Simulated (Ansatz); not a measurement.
In doubt: masses and optical values from hybrid runs of this build are listed as unsure (in some of the runs), which bears on the screening that GW takes from such a start.

Consider ZnAs2 (P2_1/c).

Symmetry: P2_1/c, No. 14, monoclinic system. Conventional cell: a = 9.287 Å, b = 7.691 Å, c = 8.010 Å, α = 90.00°, β = 102.28°, γ = 90.00°. Nearest to Zn lie 4 As at 2.46 to 2.53 Å. Nearest to Zn lie 4 As at 2.42 to 2.50 Å. Nearest to As lie 2 As at 2.41 to 2.42 Å and 2 Zn at 2.45 to 2.50 Å. Nearest to As lie 2 As at 2.42 to 2.45 Å and 2 Zn at 2.46 to 2.51 Å. Nearest to As lie 2 As at 2.41 Å and 2 Zn at 2.42 to 2.43 Å. Nearest to As lie 2 As at 2.41 to 2.45 Å and 2 Zn at 2.50 to 2.53 Å. Farther neighbours are not listed.

```cif
data_structure
_symmetry_space_group_name_H-M 'P 1'
_symmetry_Int_Tables_number 1
_cell_length_a 9.2870
_cell_length_b 7.6910
_cell_length_c 8.0100
_cell_angle_alpha 90.000
_cell_angle_beta 102.280
_cell_angle_gamma 90.000
_cell_volume 559.03
loop_
_atom_site_label
_atom_site_type_symbol
_atom_site_fract_x
_atom_site_fract_y
_atom_site_fract_z
_atom_site_occupancy
Zn1 Zn 0.39250 0.09630 0.22070 1
Zn2 Zn 0.60750 0.59630 0.27930 1
Zn3 Zn 0.60750 0.90370 0.77930 1
Zn4 Zn 0.39250 0.40370 0.72070 1
Zn5 Zn 0.08090 0.74790 0.39570 1
Zn6 Zn 0.91910 0.24790 0.10430 1
Zn7 Zn 0.91910 0.25210 0.60430 1
Zn8 Zn 0.08090 0.75210 0.89570 1
As9 As 0.24140 0.49180 0.43680 1
As10 As 0.75860 0.99180 0.06320 1
As11 As 0.75860 0.50820 0.56320 1
As12 As 0.24140 0.00820 0.93680 1
As13 As 0.38030 0.42240 0.22260 1
As14 As 0.61970 0.92240 0.27740 1
As15 As 0.61970 0.57760 0.77740 1
As16 As 0.38030 0.07760 0.72260 1
As17 As 0.06910 0.25320 0.39190 1
As18 As 0.93090 0.75320 0.10810 1
As19 As 0.93090 0.74680 0.60810 1
As20 As 0.06910 0.24680 0.89190 1
As21 As 0.24010 0.01300 0.43450 1
As22 As 0.75990 0.51300 0.06550 1
As23 As 0.75990 0.98700 0.56550 1
As24 As 0.24010 0.48700 0.93450 1
```

The cell and positions come from the Crystallography Open Database and are kept as given unless a step says otherwise.

Gaps computed with Ansatz 0.2.0 without a self-energy: HSE06 0.93 eV.

Estimate the G0W0@HSE06 gap with 2×2×2 mesh, 1464 empty bands, screening to 110 eV, hard PAW files.

About 1.10 eV: on its mesh the run moves the gap from 0.93 eV by +0.16 eV. Bands and cutoff are finite, so the gap is not at the basis limit. The miss can reach some tenths of an eV and take either sign; the mesh is an error of its own. The 2×2×2 mesh is coarse for this cell (its supercell is 15 Å along the shortest edge). The RPA ε∞ on it, from the HSE06 start, is 9.99, 10.06 and 15.29; such meshes misread the long-range screening, most where the gap is narrow. The many-body steps are scalar-relativistic: spin-orbit coupling is not in them.

[Paths, hosts, dates, memory and timing lines, banners, echoed tables and standing remarks are left out of the program output.]

[Logs are printed without paths, hosts, clocks, repeated set-up lines and the standing remarks that a program may print on its own settings, such as how far it seeks lower states.]

[Runs of the session that timed out or met a known fault of the program may be left out.]

[Cells called generated may have been cut or substituted from an entry of the Crystallography Open Database or the Materials Project.]

[Hosts, paths, dates, database ids (printed as entryN), source tags and the programs' standing remarks are cut or masked in the printed files.]
